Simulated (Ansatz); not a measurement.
# Transmission past a defect: Ta wire along [110], 5 atoms a period, vacancy of one Ta, part 2 of 4

What does the defect do to the conductance?

Ansatz 0.2.0; DFT PBE, plane waves, PAW; relaxation of a wire's period (the session's first sound run).

So far. Step 2 (Relaxation of atoms and period): The cell's length comes to 4.403 Å with spin left out.

## 3. The wire at its relaxed period

This step: DFT PBE, plane waves, PAW; channels and complex bands of a perfect wire (Ansatz 0.2.0).

At the relaxed period the Bloch states of the perfect wire are found at each energy: those that move forward count the open channels, and those that decay describe how a disturbance dies away inside the wire itself. An energy step of 0.035 eV is under the 0.039 eV that the program asks for its thermal average at 300 K.

Contents of input.yaml:

```yaml
crystal:
  lattice:
    - [10.12, 0.0, 0.0]
    - [0.0, 9.148, 0.0]
    - [0.0, 0.0, 4.4031702753]
  atoms:
    - { symbol: Ta, position: [0.453421292, 0.445708503, 0.0] }
    - { symbol: Ta, position: [0.346757347, 0.514946609, 0.5] }
    - { symbol: Ta, position: [0.58942621, 0.613744177, 0.5] }
    - { symbol: Ta, position: [0.569812994, 0.331086164, 0.5] }
    - { symbol: Ta, position: [0.704613779, 0.466091834, 0.0] }
kpoints:
  mp_grid: { grid: [1, 1, 19] }
scf:
  occupations: { method: fermi_dirac, width: 0.05 }
hamiltonian:
  xc: pbe
output:
  transmission:
    e_range: [-1.26, 1.26]
    de: 0.035
    kmesh: [1, 1]
    reduced_basis: true
    leads: [[0, 0]]
basis:
  ecutwfc: "350 eV"
```

Started as:

```sh
> ansatz run input.yaml --threads 4 --pin off --max-ram 16384MiB --backend cpu --events-out ev --progress --plain --runs-dir out
```

Numbers of over 12 decimals in the logs are rounded to 6 here.

The log of the run:

```text
Warning: basis.ecutwfc = 350 eV is below the records' recommended 420 eV, and the density's cutoff is lower with it unless basis.ecutrho_ratio is high enough to keep the records' density cutoff: compare with a run at a higher cutoff
[...]
Crystal: 5 atoms, lattice volume = 407.636 Å³
Basis set: ecut = 350 eV, 6089 PW (Γ)
Bands: 39, of which v1, the nominal top of the filled ones, is band 33 counted from 1 (32 counted from 0)
Symmetry: 2 space group operations
[...]
k-points: 10 of 19
[...]
SCF iter   1: F=—  HF=-49648.911136 eV  |F-HF|=—  |Δ(HF+E_count)|=         —  Δρ=7.87e-3  dr2=5.26e-1  ethr=1.77e-3  ⟨swp⟩=9.6  Hψ=1957  notcnv=0
[...]
SCF iter  10: F=-49648.858891 eV  HF=-49648.858891 eV  |F-HF|=2.44e-9  |Δ(HF+E_count)|=   4.17e-8  Δρ=2.44e-6  dr2=3.35e-8  ethr=1.54e-10  ⟨swp⟩=6.8  Hψ=1138  notcnv=0
SCF 1 converged in 10 iterations: F = -49648.858891 eV  dr2 = 3.35e-8
[...]
transmission: 5 of 30 steps passed
transmission: 10 of 30 steps passed
[...]
transmission: 30 of 30 steps passed
Second SCF, for the conductance: iteration 1, dr2 7.236e-4 eV
Second SCF, for the conductance: iteration 2, dr2 7.714e-4 eV
Second SCF, for the conductance: iteration 3, dr2 1.450e-4 eV
Second SCF, for the conductance: iteration 4, dr2 8.394e-6 eV
Second SCF, for the conductance: iteration 5, dr2 2.418e-6 eV
Second SCF, for the conductance: iteration 6, dr2 2.369e-7 eV
Second SCF, for the conductance: iteration 7, dr2 5.268e-8 eV
transmission: 5 of 30 steps passed
transmission: 10 of 30 steps passed
[...]
transmission: 30 of 30 steps passed
SCF converged after 10 iterations
Free energy (F): -49648.858891 eV
[...]
Internal energy: -49648.819007 eV  (E = F + TS)
E sigma→0 (E₀):  -49648.838949 eV
Entropy (-TS):   -0.039884 eV (-7.977 meV/atom)
Fermi energy:    1.697380 eV
[...]
--- Band table (eV; the first three rows and the last of 10) ---
  k-point 0: bands = [... 29 lower, 1.1077, 1.2284, 1.5074, 1.6461, 2.0482, 2.0638, 2.2019, 2.5567, ... 2 higher]
  k-point 1: bands = [... 29 lower, 1.0383, 1.2870, 1.4817, 1.6395, 1.9728, 2.1843, 2.2571, 2.5679, ... 2 higher]
  k-point 2: bands = [... 29 lower, 0.9101, 1.3494, 1.4395, 1.6744, 1.9958, 2.2013, 2.4402, 2.6059, ... 2 higher]
  k-point 9: bands = [... 29 lower, 0.8196, 0.9457, 1.2643, 1.3840, 2.1690, 2.2254, 2.2815, 2.9769, ... 2 higher]
--- Transmission ---
  basis      : 669 plane waves across, 5 finite elements along
  points     : 1, standing for a mesh of 1 x 1
  filling    : by a second SCF (7 iterations) under fermi_dirac of width 0.025852 eV on a mesh of 1 x 1 x 42, whose Fermi level is 1.691359 eV
  energies   : 73 from -1.260000 to 1.260000 eV about the Fermi level, 0.035000 eV apart; the leads are filled to 0.000000 eV, and channels, transmission and decay are at 0.000000 eV
  crystal 0  : Ta5, at the sites [0, 0], period 4.4032 Å: whole cells are its period
    offset         : up to 0.0000 Å between an atom of the period and one for which it stands
    filled         : 0.6 meV over the level at which it is neutral
    channels       : 2.000000e0 a spin
    conductance    : 1.5946e14 S/m² at 300 K; may be off by some 0.1 % by where its bands' edges are placed, 0.1 % from the distance to neutral
```

The job ended after 4.2 min (4 threads of Arm Neoverse V1, shared host; peak memory 1.3 GiB).

In the SCF lines HF is the Harris–Foulkes energy and dr2 the Hartree energy of the density residual, in eV; the loop may stop once dr2 is under the threshold and the program's other checks hold. Hψ counts applications of the Hamiltonian.

This step gave:

```yaml
energy_at_zero_smearing: -49648.8389 eV
channels_at_the_energy_nearest_the_fermi_level_one_spin: 2
conductance_of_the_lead_as_this_run_defines_it: 1.905 G₀
band_gap: 0 eV
```

Table of open channels of the lead, one spin by energy, zero at the Fermi level:

| energy (eV) | open channels of the lead, one spin |
| --- | --- |
| -1.26 | 2 |
| -1.19 | 2 |
| -1.12 | 2 |
| -1.05 | 2 |
| -0.98 | 3 |
| -0.91 | 3 |
| -0.84 | 1 |
| -0.77 | 1 |
| -0.70 | 2 |
| -0.63 | 2 |
| -0.59 | 2 |
| -0.53 | 1 |
| -0.46 | 2 |
| -0.39 | 3 |
| -0.32 | 1 |
| -0.24 | 4 |
| -0.17 | 3 |
| -0.10 | 1 |
| -0.04 | 2 |
| 0.00 | 2 |
| 0.04 | 2 |
| 0.10 | 2 |
| 0.17 | 2 |
| 0.24 | 0 |
| 0.32 | 2 |
| 0.39 | 2 |
| 0.46 | 2 |
| 0.53 | 4 |
| 0.59 | 4 |
| 0.63 | 2 |
| 0.70 | 2 |
| 0.77 | 2 |
| 0.84 | 2 |
| 0.91 | 3 |
| 0.98 | 3 |
| 1.05 | 3 |
| 1.12 | 1 |
| 1.19 | 1 |
| 1.26 | 1 |

The slowest values at each energy, most degenerate partners merged, listed up to 1.5 1/Å. Im kz of the slowest decaying states against energy, zero at the Fermi level:

| energy (eV) | decay 1 (Å⁻¹) | decay 2 (Å⁻¹) | decay 3 (Å⁻¹) | decay 4 (Å⁻¹) |
| --- | --- | --- | --- | --- |
| -1.190 | 0.138 | 0.175 | 0.209 | 0.264 |
| -1.015 | 0.0287 | 0.183 | 0.220 | 0.274 |
| -0.805 | 0.0566 | 0.0780 | 0.185 | 0.227 |
| -0.595 | 0.0797 | 0.104 | 0.180 | 0.211 |
| -0.385 | 0.0795 | 0.132 | 0.200 | 0.313 |
| -0.210 | 0.0875 | 0.185 | 0.313 | 0.452 |
| 0.000 | 0.0780 | 0.143 | 0.187 | 0.306 |
| 0.210 | 0.0753 | 0.175 | 0.189 | 0.280 |
| 0.385 | 0.0933 | 0.105 | 0.192 | 0.202 |
| 0.595 | 0.110 | 0.176 | 0.234 | 0.269 |
| 0.805 | 0.136 | 0.196 | 0.217 | 0.224 |
| 1.015 | 0.150 | 0.205 | 0.256 | 0.261 |
| 1.190 | 0.0724 | 0.141 | 0.177 | 0.287 |

By hand: the program gives 1.5946 × 10^14 S/m² over the cell's cross-section of 92.58 Å² = 9.258 × 10^-19 m², so one cell conducts 1.476 × 10^-4 S. Divided by G0 = 2e²/h = 7.748 × 10^-5 S this is 1.91 G0, a resistance of 6.77 kΩ.

At the computed energy nearest the Fermi level there are 2 channels a spin, and the thermal average gives 1.91 G₀.

(Continued in part 3 of 4.)

[Logs are printed without paths, hosts, clocks, repeated set-up lines and the standing remarks that a program may print on its own settings, such as how far it seeks lower states.]

[Hosts, paths, dates, database ids (printed as entryN), source tags and the programs' standing remarks are cut or masked in the printed files.]
